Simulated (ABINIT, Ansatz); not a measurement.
# How the form of the self-energy moves the gap of CdTe (F-43m)

Aim: compare treatments of exchange, screening and correlation for the gap of CdTe (F-43m).

Program: ABINIT 10.8.3. Level of theory: PBE and many-body steps on it, plane waves. Results are calculated unless marked as measured.

**Experimental background.**

- Gap 1.32 ± 0.02 eV: direct optical gap from Tauc analysis, 2.5 h deposition; UV-vis diffuse reflectance; film (electrodeposited 2.5 h on FTO, nearly stoichiometric) (“Electrodeposition of CdTe Thin Films for Solar Energy Water Splitting”, 2020, pmc:7177234).

- Gap 1.592 eV: near-band-edge L1 bound-exciton energy extrapolated to 0 K (Varshni), slightly below the true gap; temperature-dependent photoluminescence; 0 K; bulk crystal (vertical Bridgman single crystal) (“Photoluminescence characteristics of Cd1-xMnxTe single crystals grown by the vertical Bridgman method”, 2012, pmc:3275455).

- Gap 1.48 ± 0.02 eV: direct optical gap from Tauc analysis, 1.5 h deposition; UV-vis diffuse reflectance; film (electrodeposited 1.5 h on FTO, Te-rich) (“Electrodeposition of CdTe Thin Films for Solar Energy Water Splitting”, 2020, pmc:7177234).

Report form: the programs' logs are mostly left out.

## 1. The structure

The structure is cubic, space group F-43m (No. 216). The conventional cell has a = 6.480 Å, b = 6.480 Å, c = 6.480 Å, α = 90.00°, β = 90.00°, γ = 90.00°. Nearest to Cd lie 4 Te at 2.81 Å. Te has 4 Cd at 2.81 Å nearest. Farther neighbours and most contacts between anions are not listed.

The cell and positions come from the Crystallography Open Database and are kept as given unless a step says otherwise. Spin-orbit coupling is left out unless a step names it.

## 2. Empty states on the mesh, 4×4×4 mesh, 694 bands

This step: ABINIT 10.8.3; DFT, PBE, plane waves, norm-conserving pseudopotentials.

The sums over transitions need many empty states on a uniform mesh; this step solves for them.

The input, run.abi:

```
acell 3*1.0 Angstrom
rprim 
  0.000000000000 3.240000000000 3.240000000000
  3.240000000000 0.000000000000 3.240000000000
  3.240000000000 3.240000000000 0.000000000000
ntypat 2
znucl 48 52
natom 2
typat 1 2
xred 
  0.000000000000 0.000000000000 0.000000000000
  0.250000000000 0.250000000000 0.250000000000
pp_dirpath "pseudos"
pseudos "Cd.upf, Te.upf"
ecut 47
ngkpt 4 4 4
nshiftk 1
shiftk 0 0 0
kptopt 1
chksymbreak 0
iscf -2
irdden 1
istwfk *1
nband 694
nbdbuf 62
tolwfr 1e-09
nstep 60
prtvol 0
indata_prefix "in"
outdata_prefix "out"
tmpdata_prefix "tmp"
```

On the command line:

```console
$ OMP_NUM_THREADS=1 mpirun -n 8 abinit run.abi > log
```

Run time: 15 min. Hardware: 8 MPI ranks of Arm Neoverse N1, shared host; peak memory 1.5 GiB.

This step gave:

```yaml
gap: 0.7704 eV
k_of_the_valence_top: 0, 0, 0
k_of_the_conduction_bottom: 0, 0, 0
least_direct_gap: 0.7704 eV
k_points_computed: 8
lowest_point_of_the_top_converged_band_above_the_valence_top: 238.0583 eV
```

On this mesh the gap is 0.770 eV.

The density comes from a self-consistent run that is not shown.

## 3. Screening, 4×4×4 mesh, 271 bands, screening to 212.2 eV

The RPA dielectric matrix is built and inverted for each q.

This step: RPA screening on PBE, plane waves, norm-conserving pseudopotentials.

Changes to run.abi since step 2:

```diff
@@ -20,10 +20,11 @@
 chksymbreak 0
-iscf -2
-irdden 1
 istwfk *1
-nband 694
-nbdbuf 62
-tolwfr 1e-09
-nstep 60
-prtvol 0
+occopt 1
+irdwfk 1
+optdriver 3
+nband 271
+ecuteps 7.8
+inclvkb 2
+awtr 1
+symchi 1
 indata_prefix "in"
```

Elapsed: 7.4 min, on 8 MPI ranks; peak memory 4.8 GiB.

This step gave:

```yaml
eps_infinity_with_local_fields_on_this_mesh_along_the_program_s_q_direction: 25.81
the_same_without_local_fields: 27.06
plasma_frequency: 29.86 eV
plane_waves_in_the_screening_matrix: 531
```

Local fields lower ε∞ by 5 %.

## 4. G0W0, Godby-Needs plasmon pole

The self-energy is evaluated for the states that the input lists, and the levels follow from it, in one-shot runs by the linearised quasiparticle equation.

This step: G0W0 on PBE, plane waves, norm-conserving pseudopotentials.

Changes to run.abi since step 3:

```diff
@@ -23,8 +23,15 @@
 irdwfk 1
-optdriver 3
+optdriver 4
 nband 271
+gwcalctyp 0
+ecutsigx 47
+symsigma 1
+nkptgw 1
+kptgw 
+  0.0000000000 0.0000000000 0.0000000000
+bdgw 
+  20 26
 ecuteps 7.8
-inclvkb 2
-awtr 1
-symchi 1
+irdscr 1
+ppmodel 1
 indata_prefix "in"
```

The job ended after 50 s (8 MPI ranks; peak memory 4.4 GiB).

Numbers from this step:

- G0W0 gap on the points computed: 1.547 eV
- starting gap on the mesh: 0.7704 eV
- k of the valence top: 0, 0, 0
- k of the conduction bottom: 0, 0, 0
- Z at the valence top: 0.798
- Z at the conduction bottom: 0.811
- least direct G0W0 gap on the computed points: 1.547 eV

The gap on the mesh goes from 0.77 eV to 1.55 eV, a correction of +0.78 eV.

## 5. G0W0, Engel-Farid plasmon pole

Changes to run.abi since step 4:

```diff
@@ -35,3 +35,3 @@
 irdscr 1
-ppmodel 1
+ppmodel 4
 indata_prefix "in"
```

Run time: 31 s. Hardware: 8 MPI ranks; peak memory 3.8 GiB.

Numbers from this step:

```
G0W0 gap on the points computed              : 1.447 eV
starting gap on the mesh                     : 0.7704 eV
k of the valence top                         : 0, 0, 0
k of the conduction bottom                   : 0, 0, 0
Z at the valence top                         : 0.798
Z at the conduction bottom                   : 0.814
least direct G0W0 gap on the computed points : 1.447 eV
```

Against G0W0 in ABINIT (4×4×4 mesh, 271 bands, screening to 212.2 eV, Godby-Needs plasmon pole), the gap moves by −0.100 eV.

## 6. G0W0, Hybertsen-Louie plasmon pole

Changes to run.abi since step 5:

```diff
@@ -35,3 +35,3 @@
 irdscr 1
-ppmodel 4
+ppmodel 2
 indata_prefix "in"
```

Elapsed: 49 s, on 8 MPI ranks; peak memory 4.2 GiB.

Numbers from this step:

```yaml
g0w0_gap_on_the_points_computed: 1.562 eV
starting_gap_on_the_mesh: 0.7704 eV
k_of_the_valence_top: 0, 0, 0
k_of_the_conduction_bottom: 0, 0, 0
least_direct_g0w0_gap_on_the_computed_points: 1.562 eV
```

Against G0W0 in ABINIT (4×4×4 mesh, 271 bands, screening to 212.2 eV, Godby-Needs plasmon pole), the gap moves by +0.015 eV.

## 7. One-shot Hartree-Fock

This step: one-shot Hartree-Fock on PBE, plane waves, norm-conserving pseudopotentials.

Changes to run.abi since step 6:

```diff
@@ -24,4 +24,4 @@
 optdriver 4
-nband 271
-gwcalctyp 0
+nband 26
+gwcalctyp 5
 ecutsigx 47
@@ -33,5 +33,4 @@
   20 26
-ecuteps 7.8
-irdscr 1
-ppmodel 2
+ixc_sigma 40
+fftgw 31
 indata_prefix "in"
```

Wall time 5 s (8 MPI ranks); peak memory 0.36 GiB.

Numbers from this step:

| Quantity | Value |
| --- | --- |
| quasiparticle gap on the points computed | 6.674 eV |
| starting gap on the mesh | 0.7704 eV |
| k of the valence top | 0, 0, 0 |
| k of the conduction bottom | 0, 0, 0 |
| least direct quasiparticle gap on the computed points | 6.674 eV |

Against G0W0 in ABINIT (4×4×4 mesh, 271 bands, screening to 212.2 eV, Godby-Needs plasmon pole), the gap moves by +5.127 eV.

## 8. Side by side

Times are wall times on 8 MPI ranks of Arm Neoverse N1, shared host, good to a factor of about two. A run's time includes the screening step that it read.

```
                               run   mesh  bands  screening cutoff (eV)  DFT gap (eV)  gap on the mesh (eV)  direct (eV)  ε∞ used     time
    G0W0, Godby-Needs plasmon pole  4×4×4    271                  212.2         0.770                 1.547        1.547    25.81  8.2 min
    G0W0, Engel-Farid plasmon pole  4×4×4    271                  212.2         0.770                 1.447        1.447    25.81  7.9 min
G0W0, Hybertsen-Louie plasmon pole  4×4×4    271                  212.2         0.770                 1.562        1.562    25.81  8.2 min
             one-shot Hartree-Fock  4×4×4      -                      -         0.770                 6.674        6.674        -      5 s
```

## 9. What came out

| Property | Result |
| --- | --- |
| G0W0, Godby-Needs plasmon pole | 1.547 eV |
| G0W0, Engel-Farid plasmon pole | 1.447 eV |
| G0W0, Hybertsen-Louie plasmon pole | 1.562 eV |
| one-shot Hartree-Fock | 6.674 eV |
| known limits | not at the basis limit; mesh may overstate the screening; no spin-orbit coupling; coarse k mesh |

G0W0, Engel-Farid plasmon pole: −0.100 eV against G0W0, Godby-Needs plasmon pole. G0W0, Hybertsen-Louie plasmon pole: +0.015 eV against G0W0, Godby-Needs plasmon pole. One-shot Hartree-Fock: +5.127 eV against G0W0, Godby-Needs plasmon pole. Bare exchange alone opens the gap to 6.67 eV; against G0W0, correlation takes back 5.13 eV. Against experiment, by G0W0, Godby-Needs plasmon pole: the direct gap of 1.55 eV lies +0.23 eV from the measured 1.32 ± 0.02 eV (direct, 2020); the direct gap of 1.55 eV lies −0.04 eV from the measured 1.592 eV (exciton, 0 K, 2012); the direct gap of 1.55 eV lies +0.07 eV from the measured 1.48 ± 0.02 eV (direct, 2020). An exciton line or allowed optical edge lies below the quasiparticle gap by the binding energy; a forbidden edge can push the onset above it. These are gaps on the mesh, at modest bands and cutoff. The calculation has static nuclei and no excitons; a measured gap holds zero-point and thermal motion, which mostly lowers it. With atoms this heavy the missing spin-orbit coupling can matter too. Bands and cutoff are finite, so the gap is not at the basis limit. The miss can reach some tenths of an eV and take either sign; the mesh is an error of its own. In the G0W0 runs levels were corrected at 1 k point alone, so a gap called «on the mesh» is the least over those, and an edge elsewhere would be missed. The 4×4×4 mesh is coarse for this cell, which bears on the long-range parts of exchange and screening. For the PBE start: The RPA ε∞ on this mesh reaches over 25; with a narrow direct gap a coarse mesh can overstate it, and the correction is then too small.

[Paths, hosts, dates, memory and timing lines, banners, echoed tables and standing remarks are left out of the program output.]

[Logs are printed without paths, hosts, clocks, repeated set-up lines and the standing remarks that a program may print on its own settings, such as how far it seeks lower states.]

[Runs of the session that timed out or met a known fault of the program may be left out.]

[Hosts, paths, dates, database ids (printed as entryN), source tags and the programs' standing remarks are cut or masked in the printed files.]

[G0W0 gaps are taken among the corrected bands and points alone; a level outside them can change the order at an edge.]

[Where Ansatz stands beside ABINIT at settings called matched, ABINIT's density can come from a denser mesh and the files from another edition; pairs whose starting gaps differed by over 0.03 eV were left out, so agreement reads better than it is.]
